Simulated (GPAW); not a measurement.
# MoSi2As4 monolayer: work function by functional and basis

Aim: the work function of both faces of MoSi2As4 monolayer, and its spread over functionals and bases. Where a layer proves gapped, the work function hangs on where the smearing puts the Fermi level, and the band edges take its place.

Calculated with GPAW 26.7.0; GPAW, PAW setups; layer in a repeated cell with vacuum, relaxation of atoms and in-plane cell, in the first sound run; inputs show where later runs differ.

### 1. Starting point

The cell holds 7 atoms: 4 As, 2 Si and 1 Mo. Cell: a = 3.630 Å, b = 3.630 Å, c = 24.910 Å, α = 90.0°, β = 90.0°, γ = 120.0°. Vacuum lies along c.

### 2. Relaxing the atoms

The atoms are relaxed first, since the surface dipole, and with it the work function, follows the positions of the outer layers.

The input, run.py:

```python
import json
import numpy as np
from ase import Atoms
from ase.filters import FrechetCellFilter
from ase.optimize import BFGS
from gpaw import GPAW, PW

slab = Atoms(
    ['As', 'Si', 'As', 'Mo', 'As', 'Si', 'As'],
    positions=[
        [0.00000, 0.00000, 8.00000],
        [-0.00000, 2.09578, 8.76197],
        [-0.00000, 2.09578, 10.99197],
        [0.00000, 0.00000, 12.45513],
        [-0.00000, 2.09578, 13.91829],
        [-0.00000, 2.09578, 16.14829],
        [0.00000, 0.00000, 16.91026]],
    cell=[[3.63, 0.0, 0.0], [-1.815, 3.14367, 0.0], [0.0, 0.0, 24.9103]],
    pbc=[True, True, True])

slab.calc = GPAW(mode=PW(600), xc='PBE', kpts={'size': (9, 9, 1), 'gamma': True},
                 occupations={'name': 'fermi-dirac', 'width': 0.05}, nbands='200%',
                 convergence={'density': 1e-05}, maxiter=200,
                 symmetry={'tolerance': 1e-3}, txt='slab.txt')
result = {}
# The in-plane cell is free; stress needs a cell that repeats along all three vectors
path = []
opt = BFGS(FrechetCellFilter(slab, mask=[1, 1, 0, 0, 0, 1]), maxstep=0.2)
opt.attach(lambda: path.append((slab.get_potential_energy(), slab.positions.tolist(), slab.get_forces().tolist())))
result['relaxed'] = bool(opt.run(fmax=0.02, steps=45))
result['path'] = path
result['cell'] = slab.cell.tolist()
print('in-plane lattice', slab.cell.cellpar().round(4)[[0, 1, 5]])
energy = slab.get_potential_energy()
fermi = slab.calc.get_fermi_level()
v = slab.calc.get_electrostatic_potential().mean((0, 1)) - fermi
n = slab.calc.get_pseudo_density().mean((0, 1))
L = slab.cell[2, 2]
z = np.arange(len(v)) * L / len(v)
low, high = slab.positions[:, 2].min(), slab.positions[:, 2].max()
below, above = np.interp([low - 5.8, high + 5.8], z, v)
slopes = [np.interp(x, z, np.gradient(v, z)) for x in (low - 5.8, high + 5.8)]
eps = np.array([[slab.calc.get_eigenvalues(k, s) for k in range(len(slab.calc.get_ibz_k_points()))]
                for s in range(slab.calc.get_number_of_spins())]) - fermi
top, bottom = eps[eps < 0].max(), eps[eps > 0].min()
dipole = slab.get_dipole_moment()[2]
print(f'energy {energy:.4f} eV, Fermi level {fermi:.4f} eV, dipole {dipole:.5f} e A')
print(f'potential 5.8 A off the faces, from the Fermi level: lower {below:.4f} eV, upper {above:.4f} eV')
print(f'slope of the potential there: lower {slopes[0]:.5f}, upper {slopes[1]:.5f} eV/A')
print(f'nearest levels on the mesh: {top:.4f} and {bottom:.4f} eV')
print('magnetic moment', round(slab.get_magnetic_moment(), 3))
result.update(energy=energy, fermi=fermi, dipole=dipole, below=below, above=above, slopes=slopes, edges=[top, bottom],
              z=z.tolist(), v=v.tolist(), n=n.tolist(), positions=slab.positions.tolist(),
              forces=slab.get_forces(apply_constraint=False).tolist(), moments=slab.get_magnetic_moments().tolist())
json.dump(result, open('result.json', 'w'))
```

On the command line:

```sh
$ OMP_NUM_THREADS=1 OPENBLAS_NUM_THREADS=1 python run.py
```

The program printed:

```text
Step          Energy          fmax
BFGS:    0      -39.934114        3.364297
BFGS:    1      -40.350002        2.866184
BFGS:    2      -41.064827        1.311012
BFGS:    3      -41.114588        0.983110
BFGS:    4      -41.311920        0.794960
BFGS:    5      -41.418554        0.601043
BFGS:    6      -41.462808        0.343583
BFGS:    7      -41.473051        0.381743
BFGS:    8      -41.483795        0.383094
BFGS:    9      -41.497191        0.328892
BFGS:   10      -41.510606        0.308135
BFGS:   11      -41.520248        0.265100
BFGS:   12      -41.523942        0.122752
BFGS:   13      -41.524717        0.027195
BFGS:   14      -41.524801        0.006105
in-plane lattice [  3.6106   3.6106 120.    ]
energy -41.5248 eV, Fermi level 1.2683 eV, dipole -0.00099 e A
potential 5.8 A off the faces, from the Fermi level: lower 4.5868 eV, upper 4.5886 eV
slope of the potential there: lower -0.00058, upper -0.00051 eV/A
nearest levels on the mesh: -0.3810 and 0.3761 eV
magnetic moment 0.0
```

Elapsed: 55 min, on 1 thread of Arm Neoverse N1, shared host; peak memory 0.63 GiB.

This step gave:

```yaml
dipole_along_the_normal: -9.92e-4 e·Å
levels_nearest_the_fermi_level_on_the_mesh: -0.3810, 0.3761 eV from the Fermi level
```

Electrostatic potential energy of an electron (without an applied field's), less the Fermi level, planar mean against z:

| z (Å) | electrostatic potential energy of an electron (without an applied field's), less the Fermi level, planar mean (eV) |
| --- | --- |
| 0.0 | 4.59 |
| 0.5 | 4.59 |
| 1.0 | 4.59 |
| 1.5 | 4.59 |
| 2.0 | 4.59 |
| 2.5 | 4.59 |
| 3.0 | 4.59 |
| 3.5 | 4.59 |
| 4.0 | 4.58 |
| 4.5 | 4.57 |
| 5.0 | 4.54 |
| 5.5 | 4.41 |
| 6.0 | 3.85 |
| 6.5 | 1.64 |
| 7.0 | -6.02 |
| 7.5 | -14.9 |
| 8.0 | -10.0 |
| 8.5 | -11.8 |
| 9.0 | -5.90 |
| 9.5 | 0.623 |
| 10.0 | 1.05 |
| 10.5 | -5.63 |
| 11.0 | -13.4 |
| 11.5 | -6.60 |
| 12.0 | -9.92 |
| 12.5 | -17.0 |
| 13.0 | -8.26 |
| 13.5 | -7.67 |
| 14.0 | -13.3 |
| 14.5 | -3.80 |
| 15.0 | 1.43 |
| 15.5 | -0.0904 |
| 16.0 | -7.56 |
| 16.5 | -11.4 |
| 17.0 | -10.7 |
| 17.5 | -14.5 |
| 18.0 | -4.02 |
| 18.5 | 2.29 |
| 19.0 | 4.02 |
| 19.5 | 4.45 |
| 20.0 | 4.56 |
| 20.5 | 4.58 |
| 21.0 | 4.59 |
| 21.5 | 4.59 |
| 22.0 | 4.59 |
| 22.5 | 4.59 |
| 23.0 | 4.59 |
| 23.5 | 4.59 |
| 24.0 | 4.59 |
| 24.5 | 4.59 |

The pseudo valence density, planar mean oscillates, so the rows of the table below give means over windows of 1 Å about each position, cut where the curve ends. Its maxima inside the range that stand out by 2 % of the span (Å: e/Å³): 7.1: 0.259, 8.0: 0.399, 10.6: 0.251, 12.5: 1.27, 14.4: 0.251, 17.0: 0.399, 17.8: 0.259. Its minima: 7.4: 0.183, 9.7: 0.130, 10.9: 0.171, 14.0: 0.171, 15.2: 0.130, 17.5: 0.183.

Table of pseudo valence density, planar mean by z; means over each step:

| z (Å) | pseudo valence density, planar mean (e/Å³) |
| --- | --- |
| 3 | 9.9e-6 |
| 4 | 1.6e-4 |
| 5 | 0.00269 |
| 6 | 0.0432 |
| 7 | 0.208 |
| 8 | 0.325 |
| 9 | 0.179 |
| 10 | 0.170 |
| 11 | 0.255 |
| 12 | 0.729 |
| 13 | 0.657 |
| 14 | 0.243 |
| 15 | 0.161 |
| 16 | 0.191 |
| 17 | 0.320 |
| 18 | 0.200 |
| 19 | 0.0336 |
| 20 | 0.00210 |
| 21 | 1.3e-4 |

The relaxation lowered the energy of the cell by 1.59 eV (energies extrapolated to zero smearing; the optimiser's log prints free energies). The largest force left on a free atom is 0.0061 eV/Å.

### 3. Plane waves, PBE

The work function is the vacuum plateau of the electrostatic potential less the Fermi level; a dipole layer lets the two faces have plateaus of their own.

This step: GPAW, PAW setups; slab in vacuum (GPAW 26.7.0).

The cell differs from the one that the last finished run ended in (c 24.910 → 26.000 Å).

run.py, as its differences from that of step 2:

```diff
@@ -3,4 +3,2 @@
 from ase import Atoms
-from ase.filters import FrechetCellFilter
-from ase.optimize import BFGS
 from gpaw import GPAW, PW
@@ -10,25 +8,18 @@
     positions=[
-        [0.00000, 0.00000, 8.00000],
-        [-0.00000, 2.09578, 8.76197],
-        [-0.00000, 2.09578, 10.99197],
-        [0.00000, 0.00000, 12.45513],
-        [-0.00000, 2.09578, 13.91829],
-        [-0.00000, 2.09578, 16.14829],
-        [0.00000, 0.00000, 16.91026]],
-    cell=[[3.63, 0.0, 0.0], [-1.815, 3.14367, 0.0], [0.0, 0.0, 24.9103]],
-    pbc=[True, True, True])
+        [-0.00000, 0.00000, 8.00000],
+        [0.00000, 2.08460, 9.12704],
+        [0.00000, 2.08460, 11.50288],
+        [0.00000, 0.00000, 12.99980],
+        [0.00000, 2.08460, 14.49672],
+        [0.00000, 2.08460, 16.87256],
+        [-0.00000, 0.00000, 17.99960]],
+    cell=[[3.61064, -0.0, 0.0], [-1.80532, 3.1269, 0.0], [0.0, 0.0, 25.9996]],
+    pbc=[True, True, False])
 
-slab.calc = GPAW(mode=PW(600), xc='PBE', kpts={'size': (9, 9, 1), 'gamma': True},
+slab.calc = GPAW(mode=PW(400), xc='PBE', kpts={'size': (9, 9, 1), 'gamma': True},
                  occupations={'name': 'fermi-dirac', 'width': 0.05}, nbands='200%',
                  convergence={'density': 1e-05}, maxiter=200,
+                 poissonsolver={'dipolelayer': 'xy'},
                  symmetry={'tolerance': 1e-3}, txt='slab.txt')
 result = {}
-# The in-plane cell is free; stress needs a cell that repeats along all three vectors
-path = []
-opt = BFGS(FrechetCellFilter(slab, mask=[1, 1, 0, 0, 0, 1]), maxstep=0.2)
-opt.attach(lambda: path.append((slab.get_potential_energy(), slab.positions.tolist(), slab.get_forces().tolist())))
-result['relaxed'] = bool(opt.run(fmax=0.02, steps=45))
-result['path'] = path
-result['cell'] = slab.cell.tolist()
-print('in-plane lattice', slab.cell.cellpar().round(4)[[0, 1, 5]])
 energy = slab.get_potential_energy()
```

The program printed:

```text
energy -41.4952 eV, Fermi level 1.0236 eV, dipole -0.00013 e A
potential 5.8 A off the faces, from the Fermi level: lower 4.5873 eV, upper 4.5873 eV
slope of the potential there: lower -0.00005, upper 0.00005 eV/A
nearest levels on the mesh: -0.3810 and 0.3762 eV
magnetic moment 0.0
```

It took 2 min on 1 thread; peak memory 0.25 GiB.

Numbers from this step:

- dipole along the normal: -1.35e-4 e·Å
- levels nearest the Fermi level on the mesh: -0.3810, 0.3762 eV from the Fermi level
- upper work function: 4.587 eV
- lower work function: 4.587 eV
- upper ionisation energy: 4.968 eV

The electrostatic potential energy of an electron (without an applied field's), less the Fermi level, planar mean oscillates, so the rows of the table below give means over windows of 1 Å about each position, cut where the curve ends. Its maxima inside the range that stand out by 2 % of the span (Å: eV): 8.7: -9.78, 10.3: 1.61, 12.2: -5.99, 13.8: -5.99, 15.7: 1.61, 17.3: -9.78. Its minima: 8.0: -15.0, 9.1: -11.8, 11.5: -13.4, 13.0: -17.2, 14.5: -13.4, 16.9: -11.8, 18.0: -15.0.

Electrostatic potential energy of an electron (without an applied field's), less the Fermi level, planar mean against z; means over each step:

z (Å), electrostatic potential energy of an electron (without an applied field's), less the Fermi level, planar mean (eV) and a bar from the least value:
```
        0        4.6 ##############################
        1        4.6 ##############################
        2        4.6 ##############################
        3        4.6 ##############################
        4        4.6 ##############################
        5        4.6 ##############################
        6        4.4 ##############################
        7        1.1 ########################
        8      -11.8 ###
        9      -10.3 ######
       10       -0.8 #####################
       11       -5.4 ##############
       12       -8.8 ########
       13      -13.8 
       14       -8.8 ########
       15       -5.4 ##############
       16       -0.8 #####################
       17      -10.3 ######
       18      -11.8 ###
       19        1.1 ########################
       20        4.4 ##############################
       21        4.6 ##############################
       22        4.6 ##############################
       23        4.6 ##############################
       24        4.6 ##############################
       25        4.6 ##############################
```

The pseudo valence density, planar mean oscillates, so the rows of the table below give means over windows of 1 Å about each position, cut where the curve ends. Its maxima inside the range that stand out by 2 % of the span (Å: e/Å³): 7.6: 0.264, 8.4: 0.394, 11.0: 0.252, 13.0: 1.27, 14.9: 0.252, 17.5: 0.394, 18.4: 0.264. Its minima: 8.0: 0.189, 10.2: 0.130, 11.5: 0.171, 14.5: 0.171, 15.8: 0.130, 18.0: 0.189.

Table of pseudo valence density, planar mean by z; means over each step:

| z (Å) | pseudo valence density, planar mean (e/Å³) |
| --- | --- |
| 4 | 3.6e-5 |
| 5 | 6.0e-4 |
| 6 | 0.00965 |
| 7 | 0.122 |
| 8 | 0.263 |
| 9 | 0.278 |
| 10 | 0.148 |
| 11 | 0.205 |
| 12 | 0.366 |
| 13 | 0.936 |
| 14 | 0.366 |
| 15 | 0.205 |
| 16 | 0.148 |
| 17 | 0.278 |
| 18 | 0.263 |
| 19 | 0.122 |
| 20 | 0.00964 |
| 21 | 6.0e-4 |
| 22 | 3.6e-5 |

The layer is gapped, so the Fermi level lies somewhere inside the gap, set by smearing and numerics, and these work functions are no property of the material; the band edges below the vacuum level are. The potential is flat to 5.2e-5 eV/Å where it is read, so the vacuum is wide enough.

### 4. Self-consistent run: xc = "RPBE"

The same geometry under RPBE, to see how far the functional moves the levels against the vacuum.

run.py, as its differences from that of step 3:

```diff
@@ -18,3 +18,3 @@
 
-slab.calc = GPAW(mode=PW(400), xc='PBE', kpts={'size': (9, 9, 1), 'gamma': True},
+slab.calc = GPAW(mode=PW(400), xc='RPBE', kpts={'size': (9, 9, 1), 'gamma': True},
                  occupations={'name': 'fermi-dirac', 'width': 0.05}, nbands='200%',
```

The program printed:

```text
energy -38.9721 eV, Fermi level 1.1275 eV, dipole -0.00013 e A
potential 5.8 A off the faces, from the Fermi level: lower 4.4846 eV, upper 4.4846 eV
slope of the potential there: lower -0.00005, upper 0.00005 eV/A
nearest levels on the mesh: -0.3793 and 0.3762 eV
magnetic moment 0.0
```

The job ended after 2 min (1 thread; peak memory 0.25 GiB).

This step gave:

- dipole along the normal: -1.33e-4 e·Å
- levels nearest the Fermi level on the mesh: -0.3793, 0.3762 eV from the Fermi level
- upper work function: 4.485 eV
- lower work function: 4.485 eV
- upper ionisation energy: 4.864 eV

The electrostatic potential energy of an electron (without an applied field's), less the Fermi level, planar mean oscillates, so the rows of the table below give means over windows of 1 Å about each position, cut where the curve ends. Its maxima inside the range that stand out by 2 % of the span (Å: eV): 8.7: -9.89, 10.3: 1.50, 12.2: -6.08, 13.8: -6.08, 15.7: 1.50, 17.3: -9.89. Its minima: 8.0: -15.1, 9.1: -11.9, 11.5: -13.5, 13.0: -17.2, 14.5: -13.5, 16.9: -11.9, 18.0: -15.1.

Electrostatic potential energy of an electron (without an applied field's), less the Fermi level, planar mean against z; means over each step:

z (Å), electrostatic potential energy of an electron (without an applied field's), less the Fermi level, planar mean (eV) and a bar from the least value:
```
        0        4.5 ##############################
        1        4.5 ##############################
        2        4.5 ##############################
        3        4.5 ##############################
        4        4.5 ##############################
        5        4.5 ##############################
        6        4.3 ##############################
        7        1.0 ########################
        8      -11.9 ###
        9      -10.4 ######
       10       -0.9 #####################
       11       -5.5 ##############
       12       -8.9 ########
       13      -13.9 
       14       -8.9 ########
       15       -5.5 ##############
       16       -0.9 #####################
       17      -10.4 ######
       18      -11.9 ###
       19        1.0 ########################
       20        4.3 ##############################
       21        4.5 ##############################
       22        4.5 ##############################
       23        4.5 ##############################
       24        4.5 ##############################
       25        4.5 ##############################
```

The pseudo valence density, planar mean oscillates, so the rows of the table below give means over windows of 1 Å about each position, cut where the curve ends. Its maxima inside the range that stand out by 2 % of the span (Å: e/Å³): 7.6: 0.263, 8.4: 0.393, 11.0: 0.251, 13.0: 1.27, 14.9: 0.251, 17.5: 0.393, 18.4: 0.263. Its minima: 8.0: 0.189, 10.2: 0.130, 11.5: 0.171, 14.5: 0.171, 15.8: 0.130, 18.0: 0.189.

Pseudo valence density, planar mean against z; means over each step:

z (Å), pseudo valence density, planar mean (e/Å³) and a bar:
```
        4       0.00 
        5       0.00 
        6       0.01 
        7       0.12 ####
        8       0.26 ########
        9       0.28 #########
       10       0.15 #####
       11       0.20 #######
       12       0.37 ############
       13       0.94 ##############################
       14       0.37 ############
       15       0.20 #######
       16       0.15 #####
       17       0.28 #########
       18       0.26 ########
       19       0.12 ####
       20       0.01 
       21       0.00 
       22       0.00
```

Force by atom:

| atom | x (eV/Å) | y (eV/Å) | z (eV/Å) | size |
| --- | --- | --- | --- | --- |
| As1 | 0.000 | 0.000 | -0.137 | 0.137 |
| Si2 | 0.000 | 0.000 | 0.010 | 0.010 |
| As3 | 0.000 | 0.000 | -0.068 | 0.068 |
| Mo4 | 0.000 | 0.000 | 0.000 | 0.000 |
| As5 | 0.000 | 0.000 | 0.068 | 0.068 |
| Si6 | 0.000 | 0.000 | -0.010 | 0.010 |
| As7 | 0.000 | 0.000 | 0.137 | 0.137 |

The highest filled level lies 0.379 eV under the Fermi level, so the ionisation energy from the upper face is 4.485 + 0.379 = 4.864 eV, against 4.968 eV in the base run.

### 5. OptPBE vdW: xc = "optPBE-vdW"

The same geometry under optPBE-vdW, to see how far the functional moves the levels against the vacuum (the van der Waals functionals take revPBE setups).

run.py, as its differences from that of step 4:

```diff
@@ -18,3 +18,3 @@
 
-slab.calc = GPAW(mode=PW(400), xc='RPBE', kpts={'size': (9, 9, 1), 'gamma': True},
+slab.calc = GPAW(mode=PW(400), xc='optPBE-vdW', kpts={'size': (9, 9, 1), 'gamma': True},
                  occupations={'name': 'fermi-dirac', 'width': 0.05}, nbands='200%',
```

The program printed:

```text
energy -111.8211 eV, Fermi level 0.9006 eV, dipole -0.00013 e A
potential 5.8 A off the faces, from the Fermi level: lower 4.8129 eV, upper 4.8129 eV
slope of the potential there: lower -0.00006, upper 0.00006 eV/A
nearest levels on the mesh: -0.3843 and 0.3767 eV
magnetic moment 0.0
```

Wall time 2.4 min (1 thread); peak memory 0.45 GiB.

This step gave:

| Item | Value |
| --- | --- |
| levels nearest the Fermi level on the mesh | -0.3843, 0.3767 eV from the Fermi level |
| upper work function | 4.813 eV |
| lower work function | 4.813 eV |
| upper ionisation energy | 5.197 eV |

The highest filled level lies 0.384 eV under the Fermi level, so the ionisation energy from the upper face is 4.813 + 0.384 = 5.197 eV, against 4.968 eV in the base run.

### 6. Self-consistent run: xc = "vdW-DF2"

The same geometry under vdW-DF2, to see how far the functional moves the levels against the vacuum (the van der Waals functionals take revPBE setups).

run.py, as its differences from that of step 5:

```diff
@@ -18,3 +18,3 @@
 
-slab.calc = GPAW(mode=PW(400), xc='optPBE-vdW', kpts={'size': (9, 9, 1), 'gamma': True},
+slab.calc = GPAW(mode=PW(400), xc='vdW-DF2', kpts={'size': (9, 9, 1), 'gamma': True},
                  occupations={'name': 'fermi-dirac', 'width': 0.05}, nbands='200%',
```

The program printed:

```text
energy -426.2744 eV, Fermi level 0.8038 eV, dipole -0.00013 e A
potential 5.8 A off the faces, from the Fermi level: lower 5.0273 eV, upper 5.0273 eV
slope of the potential there: lower -0.00111, upper 0.00111 eV/A
nearest levels on the mesh: -0.3074 and 0.2632 eV
magnetic moment 0.0
```

It took 3.2 min on 1 thread; peak memory 0.45 GiB.

Numbers from this step:

* levels nearest the Fermi level on the mesh: -0.3074, 0.2632 eV from the Fermi level
* upper work function: 5.027 eV
* lower work function: 5.027 eV
* upper ionisation energy: 5.335 eV

The highest filled level lies 0.307 eV under the Fermi level, so the ionisation energy from the upper face is 5.027 + 0.307 = 5.335 eV, against 4.968 eV in the base run.

### 7. Self-consistent run: xc = "LDA"

The same geometry under LDA, to see how far the functional moves the levels against the vacuum.

run.py, as its differences from that of step 6:

```diff
@@ -18,3 +18,3 @@
 
-slab.calc = GPAW(mode=PW(400), xc='vdW-DF2', kpts={'size': (9, 9, 1), 'gamma': True},
+slab.calc = GPAW(mode=PW(400), xc='LDA', kpts={'size': (9, 9, 1), 'gamma': True},
                  occupations={'name': 'fermi-dirac', 'width': 0.05}, nbands='200%',
```

The program printed:

```text
energy -46.4994 eV, Fermi level 0.7495 eV, dipole -0.00014 e A
potential 5.8 A off the faces, from the Fermi level: lower 4.8491 eV, upper 4.8491 eV
slope of the potential there: lower -0.00005, upper 0.00005 eV/A
nearest levels on the mesh: -0.3846 and 0.3743 eV
magnetic moment 0.0
```

Run time: 1.9 min. Hardware: 1 thread; peak memory 0.25 GiB.

This step gave:

```
dipole along the normal                    : -1.39e-4 e·Å
levels nearest the Fermi level on the mesh : -0.3846, 0.3743 eV from the Fermi level
upper work function                        : 4.849 eV
lower work function                        : 4.849 eV
upper ionisation energy                    : 5.234 eV
```

The highest filled level lies 0.385 eV under the Fermi level, so the ionisation energy from the upper face is 4.849 + 0.385 = 5.234 eV, against 4.968 eV in the base run.

[end of part 1 of 2]

[Logs are printed without paths, hosts, clocks, repeated set-up lines and the standing remarks that a program may print on its own settings, such as how far it seeks lower states.]

[Hosts, paths, dates, database ids (printed as entryN), source tags and the programs' standing remarks are cut or masked in the printed files.]
